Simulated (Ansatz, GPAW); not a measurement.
# A 4-layer slab of Sr(110): simulated STM images, part 2 of 4

Aim: Tersoff-Hamann images of a 4-layer slab of Sr(110) at several biases.

GPAW 26.7.0 and Ansatz 0.2.0; Ansatz plane waves; slab in vacuum with a dipole correction, relaxation (the session's first sound run).

So far, upper work function (eV): step 2 (relaxation) 2.57.

## Step 3: The slab's potential

The work function is the vacuum plateau of the electrostatic potential less the Fermi level; a dipole layer lets the two faces have plateaus of their own.

This step: GPAW, PAW setups; slab in vacuum (GPAW 26.7.0).

run.py reads:

```python
import json
import numpy as np
from ase import Atoms
from ase.dft.stm import STM
from gpaw import GPAW, PW

slab = Atoms(
    ['Sr', 'Sr', 'Sr', 'Sr'],
    positions=[
        [3.04000, 2.14960, 8.00000],
        [0.00000, 0.00000, 10.14960],
        [3.04000, 2.14960, 12.16018],
        [-0.00000, 0.00000, 14.28037]],
    cell=[[6.08, 0.0, 0.0], [0.0, 4.29921, 0.0], [0.0, 0.0, 22.44881]],
    pbc=[True, True, False])

slab.calc = GPAW(mode=PW(400), xc='PBE', kpts={'size': (5, 7, 1), 'gamma': True},
                 occupations={'name': 'fermi-dirac', 'width': 0.1}, nbands='140%',
                 convergence={'density': 1e-05}, maxiter=200,
                 poissonsolver={'dipolelayer': 'xy'},
                 symmetry={'tolerance': 1e-3}, txt='slab.txt')
result = {}
energy = slab.get_potential_energy()
fermi = slab.calc.get_fermi_level()
v = slab.calc.get_electrostatic_potential().mean((0, 1)) - fermi
n = slab.calc.get_pseudo_density().mean((0, 1))
L = slab.cell[2, 2]
z = np.arange(len(v)) * L / len(v)
low, high = slab.positions[:, 2].min(), slab.positions[:, 2].max()
below, above = np.interp([low - 5.8, high + 5.8], z, v)
slopes = [np.interp(x, z, np.gradient(v, z)) for x in (low - 5.8, high + 5.8)]
eps = np.array([[slab.calc.get_eigenvalues(k, s) for k in range(len(slab.calc.get_ibz_k_points()))]
                for s in range(slab.calc.get_number_of_spins())]) - fermi
top, bottom = eps[eps < 0].max(), eps[eps > 0].min()
dipole = slab.get_dipole_moment()[2]
print(f'energy {energy:.4f} eV, Fermi level {fermi:.4f} eV, dipole {dipole:.5f} e A')
print(f'potential 5.8 A off the faces, from the Fermi level: lower {below:.4f} eV, upper {above:.4f} eV')
print(f'slope of the potential there: lower {slopes[0]:.5f}, upper {slopes[1]:.5f} eV/A')
print(f'nearest levels on the mesh: {top:.4f} and {bottom:.4f} eV')
print('magnetic moment', round(slab.get_magnetic_moment(), 3))
result.update(energy=energy, fermi=fermi, dipole=dipole, below=below, above=above, slopes=slopes, edges=[top, bottom],
              z=z.tolist(), v=v.tolist(), n=n.tolist(), positions=slab.positions.tolist(),
              forces=slab.get_forces(apply_constraint=False).tolist(), moments=slab.get_magnetic_moments().tolist())

# Images need the states of the whole zone, up to time reversal
slab.calc = slab.calc.fixed_density(symmetry={'point_group': False}, txt='states.txt',
                                    convergence={'bands': 'CBM+1.3'})
stm = STM(slab)
result['stm'] = []
for bias in [-1.0, 1.0]:
    height = high + 3.5
    current = stm.get_averaged_current(bias, height)
    x, y, h = stm.scan(bias, current)
    i, f = divmod(height / L * stm.ldos.shape[2], 1)
    I = abs((1 - f) * stm.ldos[:, :, int(i)] + f * stm.ldos[:, :, int(i) + 1])
    print(f'bias {bias} V: mean current at 3.5 A {current:.4e}, corrugation {np.ptp(h):.4f} A')
    result['stm'].append(dict(bias=bias, current=current, h=(h - high).tolist(), I=I.tolist()))
json.dump(result, open('result.json', 'w'))
```

Started as:

```sh
$ OMP_NUM_THREADS=1 OPENBLAS_NUM_THREADS=1 python run.py
```

Output:

```text
energy -5.3756 eV, Fermi level -0.1668 eV, dipole -0.00029 e A
potential 5.8 A off the faces, from the Fermi level: lower 2.5646 eV, upper 2.5665 eV
slope of the potential there: lower -0.00101, upper 0.00100 eV/A
nearest levels on the mesh: -0.0987 and 0.0231 eV
magnetic moment 0.0
bias -1.0 V: mean current at 3.5 A 2.0329e-04, corrugation 0.7227 A
bias 1.0 V: mean current at 3.5 A 1.0353e-03, corrugation 0.8423 A
```

It took 3.8 min on 1 thread of Intel Xeon Platinum 8488C (Sapphire Rapids), shared host; peak memory 0.48 GiB.

Numbers from this step:

```yaml
dipole_along_the_normal: -2.89e-4 e·Å
levels_nearest_the_fermi_level_on_the_mesh: -0.09868, 0.02309 eV from the Fermi level
lower_work_function: 2.565 eV
corrugation_minus_1: 0.7227 Å
corrugation_1: 0.8423 Å
```

The electrostatic potential energy of an electron (without an applied field's), less the Fermi level, planar mean oscillates, so the rows of the table below give means over windows of 1 Å about each position, cut where the curve ends. Its maxima inside the range that stand out by 2 % of the span (Å: eV): 9.1: -0.933, 11.1: -1.31, 13.1: -1.05. Its minima: 8.0: -7.10, 10.2: -6.83, 12.2: -6.82, 14.3: -7.05.

The electrostatic potential energy of an electron (without an applied field's), less the Fermi level, planar mean by z; means over each step:

z (Å), electrostatic potential energy of an electron (without an applied field's), less the Fermi level, planar mean (eV) and a bar from the least value:
```
        0       2.57 ##############################
        1       2.57 ##############################
        2       2.56 ##############################
        3       2.56 ##############################
        4       2.55 ##############################
        5       2.46 ##############################
        6       2.02 ############################
        7      -0.18 ####################
        8      -5.63 
        9      -1.64 ###############
       10      -5.23 #
       11      -2.22 ############
       12      -5.26 #
       13      -2.01 #############
       14      -5.06 ##
       15      -1.83 ##############
       16       1.73 ###########################
       17       2.40 #############################
       18       2.54 ##############################
       19       2.56 ##############################
       20       2.57 ##############################
       21       2.57 ##############################
       22       2.57 ##############################
```

The pseudo valence density, planar mean oscillates, so the rows of the table below give means over windows of 2.14 Å about each position, cut where the curve ends. Its maxima inside the range that stand out by 2 % of the span (Å: e/Å³): 7.9: 0.295, 10.0: 0.304, 12.2: 0.312, 14.3: 0.301. Its minima: 9.0: 0.0783, 11.1: 0.0905, 13.3: 0.0790.

Table of pseudo valence density, planar mean by z; means over each step:

z (Å), pseudo valence density, planar mean (e/Å³) and a bar:
```
     1.07      0.000 
     3.21      0.000 
     5.35      0.004 #
     7.49      0.149 ########################
     9.63      0.180 #############################
    11.77      0.187 ##############################
    13.91      0.175 ############################
    16.05      0.020 ###
    18.19      0.001 
    20.33      0.000
```

Tip height over the top atom over a1 and a2. Sample bias -1 V, constant current at the mean current 3.5 Å over the top atom.

Ten even steps from '0' (3.04 Å) to '9' (3.76 Å):
```
999988776543222122234567788999
999988766543221112234566788999
999988765543221112234556788999
999988765543211111234556788999
999888765432211111223456788899
999887765432210001223456778899
999887765432110001123456778899
999887765432100000123456778899
999887665432100000123456678899
999887665432100000123456678899
999887665432100000123456678899
999887765432100000123456778899
999887765432110001123456778899
999887765432210001223456778899
999888765432211111223456788899
999988765543211111234556788999
999988765543221112234556788999
999988766543221112234566788999
999988776543222122234567788999
999988776543222122234567788999
```
Columns: a1 from 0 to 0.967; rows upwards: a2 from 0 to 0.95.

Local density of states summed over the bias window over a1 and a2. Sample bias -1 V, constant height 3.5 Å over the top atom.

Values in units of 1e-4 arbitrary, 12 rows by 16 columns, each cell a mean:
```
3.2 3.0 2.7 2.4 2.0 1.6 1.4 1.3 1.2 1.3 1.5 1.8 2.2 2.5 2.9 3.1
3.1 3.0 2.7 2.3 1.9 1.6 1.4 1.2 1.2 1.3 1.5 1.8 2.1 2.5 2.8 3.1
3.1 2.9 2.6 2.3 1.9 1.6 1.3 1.2 1.2 1.2 1.4 1.7 2.1 2.5 2.8 3.0
3.0 2.9 2.6 2.2 1.8 1.5 1.3 1.1 1.1 1.2 1.4 1.7 2.0 2.4 2.7 3.0
3.0 2.8 2.5 2.2 1.8 1.5 1.2 1.1 1.1 1.1 1.3 1.6 2.0 2.3 2.7 2.9
2.9 2.8 2.5 2.1 1.8 1.5 1.2 1.1 1.1 1.1 1.3 1.6 1.9 2.3 2.7 2.9
2.9 2.8 2.5 2.2 1.8 1.5 1.2 1.1 1.1 1.1 1.3 1.6 2.0 2.3 2.7 2.9
3.0 2.8 2.6 2.2 1.8 1.5 1.3 1.1 1.1 1.2 1.4 1.6 2.0 2.4 2.7 2.9
3.0 2.9 2.6 2.2 1.9 1.5 1.3 1.2 1.1 1.2 1.4 1.7 2.0 2.4 2.8 3.0
3.1 3.0 2.7 2.3 1.9 1.6 1.4 1.2 1.2 1.3 1.5 1.7 2.1 2.5 2.8 3.1
3.1 3.0 2.7 2.4 2.0 1.6 1.4 1.2 1.2 1.3 1.5 1.8 2.1 2.5 2.9 3.1
3.2 3.0 2.7 2.4 2.0 1.7 1.4 1.3 1.2 1.3 1.5 1.8 2.2 2.6 2.9 3.1
```
Columns: a1 from 0 to 0.967; rows upwards: a2 from 0 to 0.95.

Tip height over the top atom over a1 and a2. Sample bias 1 V, constant current at the mean current 3.5 Å over the top atom.

Ten even steps from '_' (3.01 Å) to '@' (3.85 Å):
```
######****++++==----::..______________..::----==++++****####
########****++====--::....__________....::--====++****######
##########**++++==--::::..__________..::::--==++++**########
%%%%%%####****++====--::....______....::--====++****####%%%%
%%%%%%%%####****++==--::::....__....::::--==++****####%%%%%%
@@@@@@%%%%####**++==----::..........::----==++**####%%%%@@@@
@@@@@@@@%%%%##**++++==--::::......::::--==++++**##%%%%@@@@@@
@@@@@@@@%%%%####**++==--::::......::::--==++**####%%%%@@@@@@
@@@@@@@@@@%%####**++==--::::......::::--==++**####%%@@@@@@@@
@@@@@@@@@@%%####**++==--::::......::::--==++**####%%@@@@@@@@
@@@@@@@@@@%%####**++==--::::......::::--==++**####%%@@@@@@@@
@@@@@@@@%%%%####**++==--::::......::::--==++**####%%%%@@@@@@
@@@@@@@@%%%%##**++++==--::::......::::--==++++**##%%%%@@@@@@
@@@@@@%%%%####**++==----::..........::----==++**####%%%%@@@@
%%%%%%%%####****++==--::::....__....::::--==++****####%%%%%%
%%%%%%####****++====--::....______....::--====++****####%%%%
##########**++++==--::::..__________..::::--==++++**########
########****++====--::....__________....::--====++****######
######****++++==----::..______________..::----==++++****####
####******++++==--::::..______________..::::--==++++******##
```
Columns: a1 from 0 to 0.967; rows upwards: a2 from 0 to 0.95.

Local density of states summed over the bias window over a1 and a2. Sample bias 1 V, constant height 3.5 Å over the top atom.

Ten even steps from '_' (0.58 × 1e-3 arbitrary) to '@' (1.77 × 1e-3 arbitrary):
```
++++++====----::::....__________________....::::----====++++
++++++++====--::::....__________________....::::--====++++++
****++++++==----::::....______________....::::----==++++++**
********++++==--::::....______________....::::--==++++******
######****++====--::....______________....::--====++****####
%%%%%%##****++==--::::....__________....::::--==++****##%%%%
@@%%%%%%##**++==----::....__________....::----==++**##%%%%%%
@@@@@@%%##****++==--::......______......::--==++****##%%@@@@
@@@@@@%%%%##**++==--::::....______....::::--==++**##%%%%@@@@
@@@@@@%%%%##**++==--::::....______....::::--==++**##%%%%@@@@
@@@@@@%%%%##**++==--::::....______....::::--==++**##%%%%@@@@
@@@@@@%%##****++==--::......______......::--==++****##%%@@@@
@@%%%%%%##**++==----::....__________....::----==++**##%%%%%%
%%%%%%##****++==--::::....__________....::::--==++****##%%%%
######****++====--::....______________....::--====++****####
********++++==--::::....______________....::::--==++++******
****++++++==----::::....______________....::::----==++++++**
++++++++====--::::....__________________....::::--====++++++
++++++====----::::....__________________....::::----====++++
++++======----::::....__________________....::::----======++
```
Columns: a1 from 0 to 0.967; rows upwards: a2 from 0 to 0.95.

The potential is flat to 0.001 eV/Å where it is read, so the vacuum is wide enough. The geometry is the other program's minimum; here the largest force on a free atom is 0.018 eV/Å.

[end of part 2 of 4]

[Logs are printed without paths, hosts, clocks, repeated set-up lines and the standing remarks that a program may print on its own settings, such as how far it seeks lower states.]

[Hosts, paths, dates, database ids (printed as entryN), source tags and the programs' standing remarks are cut or masked in the printed files.]
